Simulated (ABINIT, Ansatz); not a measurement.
# A GW run on Ga2O3 (C2/m) in ABINIT, with inputs changed, part 2 of 2

Aim: change inputs of a GW run on Ga2O3 (C2/m) and see what moves.

ABINIT 10.8.3; PBE and many-body steps on it, plane waves. Known limits of the many-body steps: not at the basis limit; no spin-orbit coupling; coarse k mesh.

So far. Step 2 (Screening, 4×4×2 mesh, 116 bands, screening to 98 eV): Local fields lower ε∞ by 4 %. On a Γ-centred mesh this coarse the value itself is usually too large, while a short band sum pulls it down. Step 3 (Base): The gap on the mesh goes from 2.46 eV to 4.11 eV, a correction of +1.64 eV.

## 4. Scissors in G

Level of this step: G0W0 on PBE, plane waves, norm-conserving pseudopotentials (ABINIT).

run.abi reads:

```
acell 3*1.0 Angstrom
rprim 
  6.107000000000 -1.518550000000 0.000000000000
  6.107000000000 1.518550000000 0.000000000000
  -1.385988895900 0.000000000000 5.630008738000
ntypat 2
znucl 31 8
natom 10
typat 1 1 1 1 2 2 2 2 2 2
xred 
  0.090500000000 0.090500000000 0.794600000000
  0.909500000000 0.909500000000 0.205400000000
  0.658660000000 0.658660000000 0.314020000000
  0.341340000000 0.341340000000 0.685980000000
  0.164500000000 0.164500000000 0.109800000000
  0.835500000000 0.835500000000 0.890200000000
  0.173300000000 0.173300000000 0.563200000000
  0.826700000000 0.826700000000 0.436800000000
  0.495900000000 0.495900000000 0.256600000000
  0.504100000000 0.504100000000 0.743400000000
pp_dirpath "pseudos"
pseudos "Ga.upf, O.upf"
ecut 45
ngkpt 4 4 2
nshiftk 1
shiftk 0 0 0
kptopt 1
chksymbreak 0
istwfk *1
occopt 1
irdwfk 1
optdriver 4
nband 116
gwcalctyp 0
ecutsigx 45
symsigma 1
nkptgw 2
kptgw 
  0.5000000000 0.5000000000 0.5000000000
  0.0000000000 0.0000000000 0.0000000000
bdgw 
  59 62
  59 62
ecuteps 3.6
irdscr 1
ppmodel 1
mbpt_sciss 0.5 eV
indata_prefix "in"
outdata_prefix "out"
tmpdata_prefix "tmp"
```

Launch:

```
OMP_NUM_THREADS=1 mpirun -n 4 abinit run.abi > log
```

Output:

```text
.Version 10.8.3 of ABINIT. v10.8.2 released Aug 2026.

 Symmetries : space group C2/m (# 12); Bravais mC (1-face-center monocl.)
[... echo of the input left out ...]
== DATASET  1 ==================================================================
-   mpi_nproc: 4, omp_nthreads: 1 (-1 if OMP is not activated)

--- !DatasetInfo
iteration_state: {dtset: 1, }
dimensions: {natom: 10, nkpt: 14, mband: 116, nsppol: 1, nspinor: 1, nspden: 1, mpw: 10196, }
cutoff_energies: {ecut:  45.0, pawecutdg:  -1.0, }
electrons: {nelect:   1.20000000E+02, charge:   0.00000000E+00, occopt:   1.00000000E+00, tsmear:   1.00000000E-02, }

 SIGMA: Calculation of the GW corrections

 Based on a program developped by R.W. Godby, V. Olevano, G. Onida, and L. Reining.
 Incorporated in ABINIT by V. Olevano, G.-M. Rignanese, and M. Torrent.
.Using double precision arithmetic ; gwpc =  8

[... cell and pseudopotentials left out ...]
--------------------------------------------------------------------------------

 ==== K-mesh for the wavefunctions ====
 Number of points in the irreducible wedge :    14
[... list of points left out ...]
 Together with  4 symmetry operations and time-reversal symmetry
 yields    32 points in the full Brillouin Zone.

 ==== Q-mesh for screening function ====
 Number of points in the irreducible wedge :    14
[... list of points left out ...]
 Together with  4 symmetry operations and time-reversal symmetry
 yields    32 points in the full Brillouin Zone.

 vcoul_init : cutoff-mode = AUXILIARY_FUNCTION
 q-points for optical limit:   1
     1)      0.000010    0.000020    0.000030
 setmesh: FFT mesh size selected  =    72x   72x   72
          total number of points  =       373248

 Number of electrons calculated from density =  120.0000; Expected =  120.0000
[...]
max omega for Sigma on real axis  [eV]           0.00
 zcut for avoiding poles [eV]                     0.10
 scissor energy [eV]                              0.50

 EPSILON^-1 parameters (SCR file):
 dimension of the eps^-1 matrix on file            229
 dimension of the eps^-1 matrix used               229
 number of plane-waves for wavefunctions         10161
 number of bands                                   116
 number of q-points in IBZ                          14
 number of frequencies                               2
 number of real frequencies                          1
 number of imag frequencies                          1

 matrix elements of self-energy operator (all in [eV])

 Perturbative Calculation

--- !SelfEnergy_ee
iteration_state: {dtset: 1, }
kpoint     : [   0.500,    0.500,    0.500, ]
spin       : 1
KS_gap     :    5.235
QP_gap     :    7.485
Delta_QP_KS:    2.250
data: !SigmaeeData |
     Band     E0 <VxcDFT>   SigX SigC(E0)      Z dSigC/dE  Sig(E)    E-E0       E
       59   4.569 -20.571 -26.474   5.298   0.793  -0.261 -21.051  -0.480   4.089
       60   5.156 -20.427 -26.459   5.467   0.791  -0.264 -20.874  -0.447   4.709
       61  10.391 -16.867 -11.909  -2.894   0.833  -0.200 -15.064   1.803  12.194
[...]
--- !SelfEnergy_ee
iteration_state: {dtset: 1, }
kpoint     : [   0.000,    0.000,    0.000, ]
spin       : 1
KS_gap     :    2.480
QP_gap     :    4.191
Delta_QP_KS:    1.711
data: !SigmaeeData |
     Band     E0 <VxcDFT>   SigX SigC(E0)      Z dSigC/dE  Sig(E)    E-E0       E
[...]
61   7.618 -15.106 -10.903  -2.815   0.845  -0.183 -13.856   1.250   8.868
       62  10.904 -15.896 -10.511  -3.254   0.836  -0.196 -14.032   1.864  12.768

== END DATASET(S) ==============================================================
================================================================================

 -outvars: echo values of variables after computation  --------
           etotal      0.0000000000E+00
            nband         116
             nkpt          14
          spgroup          12
 [... the other variables as echoed above ...]

 Calculation completed.
```

Elapsed: 22 s, on 4 MPI ranks of Arm Neoverse V2, shared host; peak memory 6 GiB.

This step gave:

- G0W0 gap on the points computed: 4.159 eV
- starting gap on the mesh: 2.462 eV
- k of the valence top: 0.5, 0.5, 0.5
- k of the conduction bottom: 0, 0, 0
- Z at the valence top: 0.791
- Z at the conduction bottom: 0.845
- least direct G0W0 gap on the computed points: 4.191 eV

## 5. Contour deformation on a plasmon-pole file

run.abi, as its differences from that of step 4:

```diff
@@ -33,3 +33,3 @@
 nband 116
-gwcalctyp 0
+gwcalctyp 2
 ecutsigx 45
@@ -45,4 +45,2 @@
 irdscr 1
-ppmodel 1
-mbpt_sciss 0.5 eV
 indata_prefix "in"
```

Output:

```text
.Version 10.8.3 of ABINIT. v10.8.2 released Aug 2026.

 Symmetries : space group C2/m (# 12); Bravais mC (1-face-center monocl.)
================================================================================
 Values of the parameters that define the memory need of the present run
     intxc =       0    ionmov =       0      iscf =       7    lmnmax =       6
     lnmax =       6     mgfft =      72  mpssoang =       3    mqgrid =    3213
     natom =      10  nloc_mem =       1    nspden =       1   nspinor =       1
    nsppol =       1      nsym =       4    n1xccc =    2501    ntypat =       2
    occopt =       1   xclevel =       2
-    mband =         116        mffmem =           1         mkmem =           4
       mpw =       10196          nfft =      373248          nkpt =          14
================================================================================
  Rough estimation (10% accuracy) of disk space for files :
================================================================================

--------------------------------------------------------------------------------
------------- Echo of variables that govern the present computation ------------
--------------------------------------------------------------------------------
 -outvars: echo values of preprocessed input variables --------
            acell      1.8897261259E+00  1.8897261259E+00  1.8897261259E+00 Bohr

             bdgw          59      62      59      62
      chksymbreak           0
             ecut      4.50000000E+01 Hartree
          ecuteps      3.60000000E+00 Hartree
         ecutsigx      4.50000000E+01 Hartree
          ecutwfn      4.50000000E+01 Hartree
-          fftalg         312
        gwcalctyp           2
           irdscr           1
[...]
setmesh: FFT mesh size selected  =    72x   72x   72
          total number of points  =       373248

 Number of electrons calculated from density =  120.0000; Expected =  120.0000
 average of density, n =  0.170290
 r_s =    1.1192
 omega_plasma =   39.8061 [eV]

 === KS Band Gaps ===
  >>>> For spin  1
   Minimum direct gap =   2.4800 [eV], located at k-point      :   0.0000  0.0000  0.0000
   Fundamental gap    =   2.4620 [eV], Top of valence bands at :   0.5000  0.5000  0.5000
                                       Bottom of conduction at :   0.0000  0.0000  0.0000
 SIGMA fundamental parameters:
 CONTOUR DEFORMATION
 number of plane-waves for SigmaX                10161
 number of plane-waves for SigmaC and W            229
 number of plane-waves for wavefunctions         10161
 number of bands                                   116
 number of independent spin polarizations            1
 number of spinorial components                      1
 number of k-points in IBZ                          14
 number of q-points in IBZ                          14
 number of symmetry operations                       4
 number of k-points in BZ                           32
 number of q-points in BZ                           32
 number of frequencies for dSigma/dE                 9
 frequency step for dSigma/dE [eV]                0.25
 number of omega for Sigma on real axis              0
 max omega for Sigma on real axis  [eV]           0.00
 zcut for avoiding poles [eV]                     0.10

 EPSILON^-1 parameters (SCR file):
 dimension of the eps^-1 matrix on file            229
 dimension of the eps^-1 matrix used               229
 number of plane-waves for wavefunctions         10161
 number of bands                                   116
 number of q-points in IBZ                          14
 number of frequencies                               2
 number of real frequencies                          1
 number of imag frequencies                          1

 matrix elements of self-energy operator (all in [eV])

 Perturbative Calculation

--- !ERROR
message: |
    Fatal error

--- !ERROR
message: |
    Fatal error

--- from the log ---
Fatal error
```

Wall time 13 s (4 MPI ranks); peak memory 5.9 GiB.

The run stopped with an error after 13 s.

The fault put into this input: contour deformation on a plasmon-pole file.

## 6. Side by side

Times are wall times on 4 MPI ranks of Arm Neoverse V2, shared host, good to a factor of about two. A run's time includes the screening step that it read.

| run | mesh | bands | screening cutoff (eV) | DFT gap (eV) | gap on the mesh (eV) | direct (eV) | ε∞ used | time |
| --- | --- | --- | --- | --- | --- | --- | --- | --- |
| base | 4×4×2 | 116 | 98 | 2.462 | 4.107 | 4.140 | 4.10 | 8.4 min |
| scissors in G | 4×4×2 | 116 | 98 | 2.462 | 4.159 | 4.191 | 4.10 | 8.4 min |

## 7. Results

```
base          : 4.107 eV
scissors in G : 4.159 eV
known limits  : not at the basis limit; no spin-orbit coupling; coarse k mesh
```

What this shows: Scissors in G: +0.052 eV against base (keys changed: mbpt_sciss). Bands and cutoff are finite, so the gap is not at the basis limit. The miss can reach some tenths of an eV and take either sign; the mesh is an error of its own. In the G0W0 runs levels were corrected at 2 k points alone, so a gap called «on the mesh» is the least over those, and an edge elsewhere would be missed. The 4×4×2 mesh is coarse for this cell, which bears on the long-range parts of exchange and screening. The many-body steps are scalar-relativistic: spin-orbit coupling is not in them.

[Paths, hosts, dates, memory and timing lines, banners, echoed tables and standing remarks are left out of the program output.]

[Logs are printed without paths, hosts, clocks, repeated set-up lines and the standing remarks that a program may print on its own settings, such as how far it seeks lower states.]

[Runs of the session that timed out or met a known fault of the program may be left out.]

[Hosts, paths, dates, database ids (printed as entryN), source tags and the programs' standing remarks are cut or masked in the printed files.]

[G0W0 gaps are taken among the corrected bands and points alone; a level outside them can change the order at an edge.]

[Where Ansatz stands beside ABINIT at settings called matched, ABINIT's density can come from a denser mesh and the files from another edition; pairs whose starting gaps differed by over 0.03 eV were left out, so agreement reads better than it is.]
